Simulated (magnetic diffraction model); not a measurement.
# Al₄VAgSe₈: what an assumed order does to the neutron pattern

Space group C2 (no. 5), a = 7.9370 Å, b = 10.4260 Å, c = 8.2360 Å, β = 91.38°.

```
site  atom       x       y       z
  2a    Ag     1/2  0.4999       0
  4c    Se  0.4970  0.1358  0.7723
  4c    Se  0.5169  0.6487  0.2706
  4c    Se  0.7688  0.8656  0.5035
  4c    Se  0.2662  0.8616  0.0003
  2b     V     1/2  0.9951     1/2
  4c    Al  0.7490  0.7524  0.7525
  2a    Al     1/2  0.9872       0
  2b    Al     1/2  0.5091     1/2
```

This is a made-up structure (elements placed in a structure type, unrelaxed), so the numbers test the method and describe no known phase.

Only V is taken to order (form factors of V3+); orders and moment sizes are assumed, and not adapted to the symmetry. Radiation: neutrons of λ = 1.909 Å, 5° to 30°; isotropic B of 0.17 Å² (Ag), 0.18 Å² (Se), 0.23 Å² (V) and 0.22 Å² (Al). Simulated constant-wavelength pattern: nuclear and magnetic terms add, the magnetic one as |2.695 fm × Σ f S⊥ exp(2πi Q·r) exp(−B s²)|², summed over all Q at one angle with the factor 1/(sin²θ cos θ). For collinear order S is the moment m, which repeats by lattice and centring translations R with the sign exp(−2πi k·R). Free-ion form factors, Sears's scattering lengths of 1992, no absorption; a label names one of the reflections at its angle. The strongest nuclear line in the range is 100, and lines under 0.2 are left out.

Assume the order k = (0 0 0), collinear moments along [110], 0.84 μB on V.

Predict the pattern, nuclear and magnetic parts apart.

| 2θ (°) | index | nuclear | magnetic |
| --- | --- | --- | --- |
| 13.31 | (0 0 1) | 69.0 | 7.5 |
| 17.39 | (1 1 0) | 58.1 | 4.4 |
| 21.10 | (0 2 0) | 22.9 | 1.0 |
| 21.76 | (1 1 -1) | 85.8 | 3.5 |
| 22.17 | (1 1 1) | 100.0 | 3.4 |
| 25.03 | (0 2 1) | 30.2 | 1.9 |
| 26.81 | (0 0 2) | 18.1 | 1.5 |
| 27.84 | (2 0 0) | 13.3 | 0.8 |

The strongest magnetic line in the range is (0 0 1) at 13.31° (7.5). On top of the Lorentz factor, which all lines share, magnetic lines fade with angle because f falls: for V3+ it is 0.89, 0.63, 0.38 and 0.08 at sin θ/λ = 0.1, 0.2, 0.3 and 0.5 Å⁻¹, while nuclear lengths stay constant. The net moment is 0.84 μB a primitive cell.

[Logs are printed without paths, hosts, clocks, repeated set-up lines and the standing remarks that a program may print on its own settings, such as how far it seeks lower states.]
